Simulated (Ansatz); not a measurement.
# Quasi-harmonic thermodynamics of CdS (Hawleyite, F-43m), part 3 of 3

Wanted: α(T), C_P(T) and B(T) of CdS (Hawleyite) in the quasi-harmonic approximation.

Ansatz 0.2.0; DFT RPBE, scalar-relativistic, plane waves, PAW.

So far, principal linear expansion coefficients at 298 K (× 1e-6/K): step 7 (phonons on strained cells, q-mesh 2×2×2) 8.36. The relaxed cell has a = 6.008 Å (conventional setting).

### 9. The quasi-harmonic study, q-mesh 4×4×4

Thermal expansion follows from how the free energy of the vibrations (and of the electrons in a metal) changes with strain, so the program makes strained cells, their phonons and a fit in one run.

This step: DFT RPBE, scalar-relativistic, plane waves, PAW (Ansatz 0.2.0).

Contents of input.yaml:

```yaml
crystal:
  lattice:
    - [0.0, 3.0039141939, 3.0039141939]
    - [3.0039141939, 0.0, 3.0039141939]
    - [3.0039141939, 3.0039141939, 0.0]
  atoms:
    - { symbol: Cd, position: [0.0, 0.0, 0.0] }
    - { symbol: S, position: [0.25, 0.25, 0.25] }
kpoints:
  mp_grid: { grid: [8, 8, 8] }
hamiltonian:
  xc: rpbe
scf:
  occupations: { method: fixed }
output:
  eigenvalues: true
phonons:
  method: dfpt
  qmesh: [4, 4, 4]
  temperatures: { t_max: 800.0, t_step: 50 }
  thermal_expansion: {}
```

On the command line:

```sh
$ ansatz run input.yaml --threads 2 --pin off --max-ram 5120MiB --backend cpu --events-out ev --progress --plain --runs-dir out
```

Numbers of over 12 decimals in the logs are rounded to 6 here.

The program printed:

```text
[...]
Crystal: 2 atoms, lattice volume = 54.212 Å³
Basis set: ecut = 487.2 eV, 1363 PW (Γ), exchange–correlation on 64×64×64 points (8 copies of the dense FFT grid, shifted against one another)
Bands: 17, of which v1, the nominal top of the filled ones, is band 13 counted from 1 (12 counted from 0)
Symmetry: 24 space group operations
[...]
k-points: 29 of 512 (time reversal used)
[...]
SCF iter   1: F=—  HF=-9169.603087 eV  |F-HF|=—  |Δ(HF+E_count)|=         —  Δρ=3.37e-3  dr2=5.46e-3  ethr=1.77e-3  ⟨swp⟩=4.9  Hψ=2130  notcnv=0  defer=53
[...]
SCF iter   9: F=-9169.602859 eV  HF=-9169.602859 eV  |F-HF|=3.64e-12  |Δ(HF+E_count)|=  1.82e-12  Δρ=1.25e-8  dr2=6.71e-14  ethr=1.00e-12  ⟨swp⟩=6.8  Hψ=2528  notcnv=0
SCF 1 converged in 9 iterations: F = -9169.602859 eV  dr2 = 6.71e-14
[...]
relax step   1: F+E_penalty+E_count = -9169.60285901 eV  Δ(F+E_penalty+E_count) = +0.000e0 eV  max|allowed force component| = 1.619e-16 eV/Å  Δτ_max = 0.0000 Å  (9 SCF iters, accepted)
SCF converged after 9 iterations
Free energy (F): -9169.602859 eV
[...]
Internal energy: -9169.602859 eV  (E = F + TS)
E sigma→0 (E₀):  -9169.602859 eV
Fermi energy:    5.848836 eV
[...]
--- Stress (GPa, compression-positive) ---
       -0.011591      -0.000000      -0.000000
        0.000000      -0.011591       0.000000
       -0.000000       0.000000      -0.011591
  P = ⅓ Tr σ = -0.0116 GPa (-0.116 kbar)
--- Band table (eV; the first three rows and the last of 29) ---
  k-point 0: bands = [... 9 lower, -1.2410, 5.8488, 5.8488, 5.8488, 6.9841, 12.4685, 12.4685, 12.4685]
  k-point 1: bands = [... 9 lower, -1.2415, 4.9234, 5.7483, 5.7483, 7.7723, 12.2146, 12.6435, 12.6435]
  k-point 2: bands = [... 9 lower, -1.2371, 3.6137, 5.5201, 5.5201, 8.5676, 12.1774, 12.9240, 12.9240]
  k-point 28: bands = [... 9 lower, -0.7407, 2.3988, 3.9926, 3.9971, 10.9519, 11.4624, 13.0325, 14.0939]
── thermal expansion: 3 new cells, 3 in all ──
thermal expansion: relaxation of cell 2
thermal expansion: relaxation of cell 3
── thermal expansion: 2 new cells, 5 in all ──
thermal expansion: relaxation of cell 4
thermal expansion: lower-state search of cell 4
thermal expansion: phonons of cell 4
thermal expansion: relaxation of cell 5
thermal expansion: phonons of cell 5
── thermal expansion: 5 new cells, 10 in all ──
thermal expansion: relaxation of cell 6
thermal expansion: relaxation of cell 7
thermal expansion: relaxation of cell 8
thermal expansion: relaxation of cell 9
thermal expansion: relaxation of cell 10
thermal expansion: phonons of cell 6
thermal expansion: phonons of cell 7
--- Relaxed structure (1 steps of the walk, 1 accepted, 0 SCFs on fresh bases) ---
  F+E_penalty+E_count = -9169.60285901 eV   max|allowed force component| = 1.619e-16 eV/Å
  atoms:
    - { symbol: Cd, position: [0.0, 0.0, 0.0] }
    - { symbol: S, position: [0.250000, 0.250000, 0.250000] }
--- Thermal expansion: 10 cells in 3 rounds, 0 GPa ---
  no lower state was reached at cell 4
  without vibrations: a 4.24783, b 4.24783, c 4.24783 Å, V 54.1982 Å³, B 47.01 GPa
  at 0 K: a 4.25482, b 4.25482, c 4.25482 Å, V 54.4664 Å³, B 46.18 GPa
  zero-point expansion: a +0.165, b +0.165, c +0.165, V +0.495 %
[...]
0.00    4.25482    4.25482    4.25482    54.4664 |    0.00    0.00    0.00    0.00 |   15.49 |     0.000     0.000 |    46.18    46.18
   100.00    4.25514    4.25514    4.25514    54.4786 |    3.84    3.84    3.84   11.53 |   22.19 |    32.602    32.582 |    45.62    45.65
   200.00    4.25779    4.25779    4.25779    54.5804 |    7.82    7.82    7.82   23.47 |   25.84 |    44.034    43.873 |    44.51    44.68
   298.15    4.26139    4.26139    4.26139    54.7192 |    9.25    9.25    9.25   27.76 |       - |    47.328    46.999 |    43.35    43.65
   350.00    4.26349    4.26349    4.26349    54.8001 |    9.73    9.73    9.73   29.20 |   28.53 |    48.186    47.765 |    42.73    43.10
   450.00    4.26781    4.26781    4.26781    54.9666 |   10.47   10.47   10.47   31.40 |   29.78 |    49.201    48.591 |    41.52    42.04
   550.00    4.27241    4.27241    4.27241    55.1448 |   11.10   11.10   11.10   33.30 |   30.88 |    49.836    49.019 |    40.30    40.97
   650.00    4.27729    4.27729    4.27729    55.3338 |   11.71   11.71   11.71   35.14 |   31.92 |    50.313    49.268 |    39.07    39.90
   750.00    4.28243    4.28243    4.28243    55.5338 |   12.34   12.34   12.34   37.01 |   32.95 |    50.725    49.425 |    37.84    38.84
   800.00    4.28511    4.28511    4.28511    55.6380 |   12.66   12.66   12.66   37.97 |   33.46 |    50.921    49.482 |    37.23    38.31
[...]
vibrations' free energy: its fit passes through its cells
  the electrons' free energy at temperature is not in it: every band gap is over 0.83 eV
  free energies summed between the sampled wave vectors
[...]
band gaps on the cells' k-points are 1.021 to 1.203 eV
```

Elapsed: 26 min, on 2 threads of Arm Neoverse V1, shared host; peak memory 1.4 GiB; 52 min of CPU time.

This step gave:

```yaml
volume_expansion_coefficient_at_298_k: 27.76 1e-6/K
entropy_at_298_k: 38.00 J/mol-atom/K
isothermal_bulk_modulus_at_298_k: 43.35 GPa
grueneisen_parameter_at_298_k: 0.8438
volume_at_298_k: 27.36 Å³/atom
principal_linear_expansion_coefficients_at_298_k: 9.254, 9.254, 9.254 1e-6/K
```

Strained cells of the study; zero-point energy where phonons were solved; the pressures are stresses at a fixed cutoff and can carry an offset from the finite basis. Expansion cells, by row:

| cell | \|a\| (Å) | \|b\| (Å) | \|c\| (Å) | V (Å³/atom) | E - E_lowest (meV/atom) | pressure, compression positive (GPa) | gap (eV) | zero-point energy (meV/atom) |
| --- | --- | --- | --- | --- | --- | --- | --- | --- |
| 1 | 4.248 | 4.248 | 4.248 | 27.11 | 0 | -0.029 | 1.135 | - |
| 2 | 4.282 | 4.282 | 4.282 | 27.76 | 2.272 | -1.091 | 1.08 | - |
| 3 | 4.214 | 4.214 | 4.214 | 26.47 | 2.271 | 1.156 | 1.189 | - |
| 4 | 4.248 | 4.248 | 4.248 | 27.11 | 0 | -0.029 | 1.135 | 29.32 |
| 5 | 4.269 | 4.269 | 4.269 | 27.51 | 0.905 | -0.707 | 1.101 | 28.74 |
| 6 | 4.279 | 4.279 | 4.279 | 27.71 | 1.928 | -1.01 | 1.085 | 28.47 |
| 7 | 4.295 | 4.295 | 4.295 | 28.01 | 4.264 | -1.463 | 1.059 | 28.04 |
| 8 | 4.206 | 4.206 | 4.206 | 26.31 | 3.593 | 1.476 | 1.203 | - |
| 9 | 4.227 | 4.227 | 4.227 | 26.7 | 0.874 | 0.698 | 1.169 | - |
| 10 | 4.319 | 4.319 | 4.319 | 28.48 | 9.412 | -2.101 | 1.021 | - |

Quasi-harmonic; a, b, c are the run's own cell vectors. Expansion, by row:

| T (K) | a (Å) | b (Å) | c (Å) | alpha (deg) | beta (deg) | gamma (deg) | cell volume (Å³/cell) | alpha_a (1e-6/K) | alpha_b (1e-6/K) | alpha_c (1e-6/K) | alpha_V (1e-6/K) | C_P (J/mol-atom/K) | C_V (J/mol-atom/K) | S (J/mol-atom/K) | B_T (GPa) | B_S (GPa) | Grueneisen | extrapolation | fit error (1e-6/K) |
| --- | --- | --- | --- | --- | --- | --- | --- | --- | --- | --- | --- | --- | --- | --- | --- | --- | --- | --- | --- |
| 0 | 4.255 | 4.255 | 4.255 | 60 | 60 | 60 | 54.47 | 0 | 0 | 0 | 0 | 0 | 0 | 0 | 46.18 | 46.18 | - | 0 | 0 |
| 50 | 4.255 | 4.255 | 4.255 | 60 | 60 | 60 | 54.46 | -0.02 | -0.02 | -0.02 | -0.05 | 9.303 | 9.303 | 6.582 | 46.04 | 46.04 | -0.004 | 0 | 0 |
| 100 | 4.255 | 4.255 | 4.255 | 60 | 60 | 60 | 54.48 | 3.84 | 3.84 | 3.84 | 11.53 | 16.3 | 16.29 | 15.35 | 45.62 | 45.65 | 0.53 | 0 | 0 |
| 150 | 4.256 | 4.256 | 4.256 | 60 | 60 | 60 | 54.52 | 6.42 | 6.42 | 6.42 | 19.25 | 20.11 | 20.07 | 22.77 | 45.09 | 45.18 | 0.71 | 0 | 0.01 |
| 200 | 4.258 | 4.258 | 4.258 | 60 | 60 | 60 | 54.58 | 7.82 | 7.82 | 7.82 | 23.47 | 22.02 | 21.94 | 28.85 | 44.51 | 44.68 | 0.783 | 0 | 0.01 |
| 250 | 4.26 | 4.26 | 4.26 | 60 | 60 | 60 | 54.65 | 8.68 | 8.68 | 8.68 | 26.04 | 23.06 | 22.93 | 33.88 | 43.92 | 44.16 | 0.821 | 0 | 0.02 |
| 298.1 | 4.261 | 4.261 | 4.261 | 60 | 60 | 60 | 54.72 | 9.25 | 9.25 | 9.25 | 27.76 | 23.66 | 23.5 | 38 | 43.35 | 43.65 | 0.844 | 0 | 0.02 |
| 300 | 4.261 | 4.261 | 4.261 | 60 | 60 | 60 | 54.72 | 9.27 | 9.27 | 9.27 | 27.82 | 23.68 | 23.52 | 38.15 | 43.33 | 43.63 | 0.845 | 0 | 0.02 |
| 350 | 4.263 | 4.263 | 4.263 | 60 | 60 | 60 | 54.8 | 9.73 | 9.73 | 9.73 | 29.2 | 24.09 | 23.88 | 41.83 | 42.73 | 43.1 | 0.862 | 0 | 0.02 |
| 400 | 4.266 | 4.266 | 4.266 | 60 | 60 | 60 | 54.88 | 10.12 | 10.12 | 10.12 | 30.36 | 24.38 | 24.13 | 45.07 | 42.12 | 42.57 | 0.876 | 0 | 0.03 |
| 450 | 4.268 | 4.268 | 4.268 | 60 | 60 | 60 | 54.97 | 10.47 | 10.47 | 10.47 | 31.4 | 24.6 | 24.3 | 47.95 | 41.52 | 42.04 | 0.888 | 0 | 0.02 |
| 500 | 4.27 | 4.27 | 4.27 | 60 | 60 | 60 | 55.05 | 10.79 | 10.79 | 10.79 | 32.37 | 24.77 | 24.42 | 50.55 | 40.91 | 41.5 | 0.899 | 0 | 0.02 |
| 550 | 4.272 | 4.272 | 4.272 | 60 | 60 | 60 | 55.14 | 11.1 | 11.1 | 11.1 | 33.3 | 24.92 | 24.51 | 52.92 | 40.3 | 40.97 | 0.909 | 0 | 0.02 |
| 600 | 4.275 | 4.275 | 4.275 | 60 | 60 | 60 | 55.24 | 11.41 | 11.41 | 11.41 | 34.22 | 25.04 | 24.58 | 55.1 | 39.69 | 40.44 | 0.919 | 0 | 0.01 |
| 650 | 4.277 | 4.277 | 4.277 | 60 | 60 | 60 | 55.33 | 11.71 | 11.71 | 11.71 | 35.14 | 25.16 | 24.63 | 57.1 | 39.07 | 39.9 | 0.929 | 0 | 0.02 |
| 700 | 4.28 | 4.28 | 4.28 | 60 | 60 | 60 | 55.43 | 12.02 | 12.02 | 12.02 | 36.06 | 25.26 | 24.68 | 58.97 | 38.46 | 39.37 | 0.938 | 0 | 0.03 |
| 750 | 4.282 | 4.282 | 4.282 | 60 | 60 | 60 | 55.53 | 12.34 | 12.34 | 12.34 | 37.01 | 25.36 | 24.71 | 60.72 | 37.84 | 38.84 | 0.948 | 0 | 0.05 |
| 800 | 4.285 | 4.285 | 4.285 | 60 | 60 | 60 | 55.64 | 12.66 | 12.66 | 12.66 | 37.97 | 25.46 | 24.74 | 62.36 | 37.23 | 38.31 | 0.957 | 0 | 0.08 |

The expansion coefficient by temperature; values in 1e-6/K:

| temperature (K) | volume | principal 1 |
| --- | --- | --- |
| 0 | 0 | 0 |
| 50 | -0.05 | -0.02 |
| 100 | 11.5 | 3.84 |
| 150 | 19.2 | 6.42 |
| 200 | 23.5 | 7.82 |
| 250 | 26.0 | 8.68 |
| 298 | 27.8 | 9.25 |
| 300 | 27.8 | 9.27 |
| 350 | 29.2 | 9.73 |
| 400 | 30.4 | 10.1 |
| 450 | 31.4 | 10.5 |
| 500 | 32.4 | 10.8 |
| 550 | 33.3 | 11.1 |
| 600 | 34.2 | 11.4 |
| 650 | 35.1 | 11.7 |
| 700 | 36.1 | 12.0 |
| 750 | 37.0 | 12.3 |
| 800 | 38.0 | 12.7 |

Changing the q-mesh (2×2×2 → 4×4×4) takes the volume expansion at 298 K from 25.1 to 27.8 × 10⁻⁶/K and B_T from 43.4 to 43.4 GPa.

### 10. Results

```yaml
settings_of_these_figures: RPBE, 487.2 eV, k 8×8×8, q 4×4×4
volume_expansion_coefficient_at_298_k: 27.76 1e-6/K
c_p_at_298_k: 23.66 J/mol-atom/K
entropy_at_298_k: 38.00 J/mol-atom/K
isothermal_bulk_modulus_at_298_k: 43.35 GPa
grueneisen_parameter_at_298_k: 0.8438
volume_at_298_k: 27.36 Å³/atom
principal_linear_expansion_coefficients_at_298_k: 9.254, 9.254, 9.254 1e-6/K
```

Near room temperature CdS (Hawleyite) expands by 27.8 × 10⁻⁶/K in volume by RPBE, with C_P = 23.7 J/(mol K) per mole of atoms and B_T = 43.4 GPa. C_P at room temperature is 95 % of the classical 3R an atom. Changing the q-mesh moves the volume expansion at 298 K between 25.1 and 27.8 × 10⁻⁶/K, while the CPU time spans a factor of 4.3. The interpolation has no quadrupole term, so branches near the zone centre are less sure, since this crystal has sites that are not centres of inversion. The PAW files were made for PBE and are used here under another functional, for which the program regenerates the frozen cores. The cell of these runs is 9 % larger in volume than the database cell; frequencies and all that rests on them shift with it.

[Logs are printed without paths, hosts, clocks, repeated set-up lines and the standing remarks that a program may print on its own settings, such as how far it seeks lower states.]

[Hosts, paths, dates, database ids (printed as entryN), source tags and the programs' standing remarks are cut or masked in the printed files.]

[A step with changed settings may run another functional than the one named; its input shows which.]
